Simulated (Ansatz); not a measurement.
# LaGaO3 (Pm-3m): from the cell to its phonons, part 2 of 3

Wanted: phonon frequencies of LaGaO3 (Pm-3m) and what follows from them.

Ansatz 0.2.0; DFT PBEsol, scalar-relativistic, plane waves, PAW; PAW set soft_1.

So far. Step 3 (Relaxing to small forces for the phonons): The forces vanish by symmetry and the pressure is -0.002 GPa, within the tolerances set. The cell now holds 11.55 Å³/atom. The relaxed cell has a = 3.865 Å (conventional setting).

## 4. Zone-centre response

The zone centre comes first: it holds the modes that light can see, as far as symmetry allows. The response to a homogeneous field gives the Born charges and the dielectric tensor, and its change with displacement the Raman tensors.

Contents of input.yaml:

```yaml
crystal:
  lattice:
    - [3.8649841263, 0.0, 0.0]
    - [0.0, 3.8649841263, 0.0]
    - [0.0, 0.0, 3.8649841263]
  atoms:
    - { symbol: La, position: [0.5, 0.5, 0.5] }
    - { symbol: Ga, position: [0.0, 0.0, 0.0] }
    - { symbol: O, position: [0.0, 0.5, 0.0] }
    - { symbol: O, position: [0.0, 0.0, 0.5] }
    - { symbol: O, position: [0.5, 0.0, 0.0] }
kpoints:
  mp_grid: { grid: [8, 8, 8] }
hamiltonian:
  xc: pbesol
  pseudopotentials: { kind: paw, azcp: { folder: soft_1 }, xc_functional: pbe }
scf:
  occupations: { method: fixed }
output:
  eigenvalues: true
phonons:
  method: dfpt
  dielectric: true
  rigid_motions: translations
  raman: true
```

On the command line:

```console
ansatz run input.yaml --threads 4 --pin off --max-ram 10240MiB --backend cpu --events-out ev --progress --plain --runs-dir out
```

Numbers of over 12 decimals in the logs are rounded to 6 here.

Output:

```text
[...]
Crystal: 5 atoms, lattice volume = 57.736 Å³
Basis set: ecut = 420 eV, 1141 PW (Γ), exchange–correlation on 54×54×54 points (8 copies of the dense FFT grid, shifted against one another)
Bands: 26, of which v1, the nominal top of the filled ones, is band 21 counted from 1 (20 counted from 0)
Symmetry: 48 space group operations
k-points: 170 of 512 (irreducible under 2 space group operations, time reversal used)
[...]
SCF iter   1: F=—  HF=-11593.449476 eV  |F-HF|=—  |Δ(HF+E_count)|=         —  Δρ=7.83e-2  dr2=1.91e0  ethr=3.10e-3  ⟨swp⟩=3.0  Hψ=16845  notcnv=0  defer=57
[...]
SCF iter  11: F=-11593.136478 eV  HF=-11593.136478 eV  |F-HF|=3.64e-12  |Δ(HF+E_count)|=  2.55e-11  Δρ=1.24e-7  dr2=1.02e-11  ethr=1.00e-12  ⟨swp⟩=11.6  Hψ=25651  notcnv=0
SCF 1 converged in 11 iterations: F = -11593.136478 eV  dr2 = 1.02e-11
[...]
DFPT response loops at Γ: preconditioner auto → none (the input reference at scf.mixing.eps_inf says where Resta's filter doesn't serve); β = 0.50; Broyden in place of MSR1
── the response to a field inside a basis, on 8×8×8 k-points: an SCF that follows is theirs, and a resumed run solves both again ──
Bands: 22, of which v1, the nominal top of the filled ones, is band 21 counted from 1 (20 counted from 0)
k-points: 20 of 512
[...]
Eigensolver: Dense (20 Hₖ)
SCF iter   1: F=—  HF=-11593.129242 eV  |F-HF|=—  |Δ(HF+E_count)|=         —  Δρ=4.42e-4  dr2=2.63e-5  ethr=1.00e-1
[...]
SCF iter   7: F=-11593.129239 eV  HF=-11593.129239 eV  |F-HF|=3.27e-11  |Δ(HF+E_count)|=  3.47e-10  Δρ=2.92e-7  dr2=2.89e-11  ethr=1.41e-12
SCF 1 converged in 7 iterations: F = -11593.129239 eV  dr2 = 2.89e-11
[...]
SCF converged after 11 iterations
Free energy (F): -11593.136478 eV
[...]
Internal energy: -11593.136478 eV  (E = F + TS)
E sigma→0 (E₀):  -11593.136478 eV
Fermi energy:    11.551969 eV
[...]
--- Band table (eV; the first three rows and the last of 170) ---
  k-point 0: bands = [... 17 lower, 10.2006, 11.3217, 11.3217, 11.3217, 14.8989, 14.8989, 15.4524, 15.8440, ... 1 higher]
  k-point 1: bands = [... 17 lower, 10.1258, 10.9758, 11.2346, 11.2346, 15.0955, 15.1761, 15.8278, 15.9284, ... 1 higher]
  k-point 2: bands = [... 17 lower, 10.0230, 10.2329, 10.9980, 10.9980, 15.4207, 15.6290, 15.7916, 15.9779, ... 1 higher]
  k-point 169: bands = [... 17 lower, 11.5392, 11.5520, 11.5520, 11.5520, 15.7311, 15.7311, 15.7311, 15.9396, ... 1 higher]
--- Phonons (Γ-DFPT): 4 representative perturbations + reference, on 170 of 512 k-points (Σ response iterations 15) ---
  k mesh reduced under 2 symmetry operations, with k and −k counted as one. Each operation leaves every solved perturbation unchanged. A smaller set is not considered because the run solves the response to a homogeneous field
  ASR residual: 4.715e-5 → 0.000e0 eV/Å²; symmetrization residual: 1.316e-6 eV/Å²
  ASR residual per site (eV/Å²): 4.71e-5 3.67e-5 4.48e-5 4.48e-5 4.48e-5
  Γ frequencies (cm⁻¹): 0.00 0.00 0.00 66.92 66.92 66.92 175.46 175.46 175.46 250.66 250.66 250.66 653.69 653.69 653.69
  ε∞ (high-frequency dielectric tensor):
        5.266517    -0.000000     0.000000
       -0.000000     5.266517     0.000000
       -0.000000     0.000000     5.266517
  ε⁰ (static dielectric tensor: ions relaxed, cell fixed):
      144.087510     0.000000     0.000000
        0.000000   144.087510     0.000000
        0.000000     0.000000   144.087510
  ε⁰ − ε∞ (ionic part):
      138.820993     0.000000     0.000000
        0.000000   138.820993     0.000000
        0.000000     0.000000   138.820993
  softest optical mode at Γ: 66.92 cm⁻¹; the repairs (sum rule, projections) moved no ω² at Γ by more than (1.05 cm⁻¹)²
  Born effective charges Z* (e; rows j = field, columns β = displacement):
    site 0:
         4.48185   -0.00000    0.00000
         0.00000    4.48185    0.00000
         0.00000   -0.00000    4.48185
    site 1:
         3.22396    0.00000   -0.00000
        -0.00000    3.22396    0.00000
         0.00000    0.00000    3.22396
    site 2:
        -2.44737    0.00000   -0.00000
        -0.00000   -2.81106    0.00000
         0.00000    0.00000   -2.44737
    site 3:
        -2.44737   -0.00000   -0.00000
         0.00000   -2.44737    0.00000
         0.00000    0.00000   -2.81106
    site 4:
        -2.81106    0.00000   -0.00000
        -0.00000   -2.44737    0.00000
         0.00000   -0.00000   -2.44737
  Z* charge neutrality: 5.831e-6 e pre-enforcement
  k-mesh period / interband length: 30.9 Å / 1.53 Å = 20.24 at k = (0.0000, 0.0000, 0.0000), direct gap 3.577 eV — 14 or more, which is no proof of convergence
  Raman tensors (in the event stream and the table raman_tensors.tsv): an entry may err by 2.0e-3 Å², one of the second-order susceptibility by 1.0e-18 pm/V (basis, points and sum rule); their sum over the sites missed zero by 5.100e-21 Å² ahead of its enforcement
  optical modes at Γ without the LO–TO term, one row a degenerate level:
      ω (cm⁻¹)  modes    IR ((D/Å)²/amu)  static Raman (Å⁴/amu)  depolarisation
         66.92      3            47.4894                 0.0000               —
        175.46      3             0.0000                 0.0000               —
        250.66      3            39.0402                 0.0000               —
        653.69      3            19.8043                 0.0000               —
  optical modes at Γ + LO–TO along q̂ = [1.0000, 0.0000, 0.0000]:
      ω (cm⁻¹)  modes    IR ((D/Å)²/amu)  static Raman (Å⁴/amu)  depolarisation
         66.92      2            31.6596                 0.0000               —
        175.46      3             0.0000                 0.0000               —
        178.39      1             0.5849                 0.0000               —
        250.66      2            26.0268                 0.0000               —
        451.10      1            17.0909                 0.0000               —
        653.69      2            13.2029                 0.0000               —
        712.69      1            17.7688                 0.0000               —
  optical modes at Γ + LO–TO along q̂ = [0.0000, 1.0000, 0.0000]:
      ω (cm⁻¹)  modes    IR ((D/Å)²/amu)  static Raman (Å⁴/amu)  depolarisation
         66.92      2            31.6596                 0.0000               —
        175.46      3             0.0000                 0.0000               —
        178.39      1             0.5849                 0.0000               —
        250.66      2            26.0268                 0.0000               —
        451.10      1            17.0909                 0.0000               —
        653.69      2            13.2029                 0.0000               —
        712.69      1            17.7688                 0.0000               —
  optical modes at Γ + LO–TO along q̂ = [0.0000, 0.0000, 1.0000]:
      ω (cm⁻¹)  modes    IR ((D/Å)²/amu)  static Raman (Å⁴/amu)  depolarisation
         66.92      2            31.6596                 0.0000               —
        175.46      3             0.0000                 0.0000               —
        178.39      1             0.5849                 0.0000               —
        250.66      2            26.0268                 0.0000               —
        451.10      1            17.0909                 0.0000               —
        653.69      2            13.2029                 0.0000               —
        712.69      1            17.7688                 0.0000               —
```

Elapsed: 2.5 min, on 4 threads of Arm Neoverse V1, shared host; peak memory 1.4 GiB; 9.8 min of CPU time.

This step gave:

| Quantity | Value |
| --- | --- |
| sum-rule residual before enforcement | 4.71e-5 eV/Å² |
| miss of the charge sum rule | 5.83e-6 e |
| point group | m-3m |
| highest optical mode at the zone centre (no LO-TO term) | 653.7 cm⁻¹ |
| lowest optical zone-centre mode | 66.92 cm⁻¹ |
| mean high-frequency dielectric constant | 5.266 |
| largest Born charge (third of the trace) | 4.482 e |
| mean static dielectric constant | 144.1 |
| top of the zone-centre spectrum with the field | 712.7 cm⁻¹ |

Without the LO-TO term. Patterns of degenerate modes are one choice out of their space. The modes at Γ (shares of kinetic energy by element, %):

```csv
mode,frequency (cm⁻¹),symmetry,La %,Ga %,O %
1,0.0,acoustic,54,27,19
2,0.0,acoustic,54,27,19
3,0.0,acoustic,54,27,19
4,66.9,T1u,41,13,46
5,66.9,T1u,41,13,46
6,66.9,T1u,41,13,46
7,175.5,T2u,0,0,100
8,175.5,T2u,0,0,100
9,175.5,T2u,0,0,100
10,250.7,T1u,4,53,42
11,250.7,T1u,4,53,42
12,250.7,T1u,4,53,42
13,653.7,T1u,0,6,94
14,653.7,T1u,0,6,94
15,653.7,T1u,0,6,94
```

Displacements in mode 6 (66.9 cm⁻¹), the largest set to 1:
```
La1 -0.07  0.50 -0.25
Ga2  0.06 -0.39  0.20
O3   0.15 -0.60  0.51
O4   0.15 -1.00  0.30
O5   0.09 -1.00  0.51
```

Displacements in mode 7 (175.5 cm⁻¹), the largest set to 1:
```
La1  0.00  0.00  0.00
Ga2  0.00  0.00  0.00
O3  -0.05  0.00 -1.00
O4   0.05  0.21  0.00
O5   0.00 -0.21  1.00
```

Optical modes at the zone centre, without and with the macroscopic field of the longitudinal modes; each column is sorted by frequency, so a row need not hold one and the same mode. Modes with and without the field, by row:

```csv
rank among optical modes,no field (cm⁻¹),"q along (1, 0, 0) (cm⁻¹)"
1,66.9,66.9
2,66.9,66.9
3,66.9,175.5
4,175.5,175.5
5,175.5,175.5
6,175.5,178.4
7,250.7,250.7
8,250.7,250.7
9,250.7,451.1
10,653.7,653.7
11,653.7,653.7
12,653.7,712.7
```

Born charge (rows field, columns displacement) (e), principal values of the symmetric part by kind of site:

```csv
atom,atoms with these values,low,middle,high,mean
La1,1,4.48,4.48,4.48,4.48
Ga2,1,3.22,3.22,3.22,3.22
O3,3,-2.81,-2.45,-2.45,-2.57
```

In full for Ga2:

```
3.22 0.00 0.00
0.00 3.22 0.00
0.00 0.00 3.22
```

High-frequency dielectric tensor:

```
5.27 0.00 0.00
0.00 5.27 0.00
0.00 0.00 5.27
```

Static dielectric tensor (ions relaxed, fixed cell):

```
144.1   0.0   0.0
  0.0 144.1   0.0
  0.0   0.0 144.1
```

Transverse modes. Infrared lines, with heights relative to the strongest:

```csv
position (cm⁻¹),label,relative intensity
67,T1u,100
176,T2u,0.0
251,T1u,82
654,T1u,42
```

Before it was imposed, the acoustic sum rule was missed by 4.7e-5 eV/Å² and the charge sum rule by 5.8e-6 e. Small misses are needed for a sound result but don't prove that mesh and cutoff are converged. The lowest optical mode is real, 66.9 cm⁻¹.

(Part 2 of 3 ends here.)

[Logs are printed without paths, hosts, clocks, repeated set-up lines and the standing remarks that a program may print on its own settings, such as how far it seeks lower states.]

[Hosts, paths, dates, database ids (printed as entryN), source tags and the programs' standing remarks are cut or masked in the printed files.]
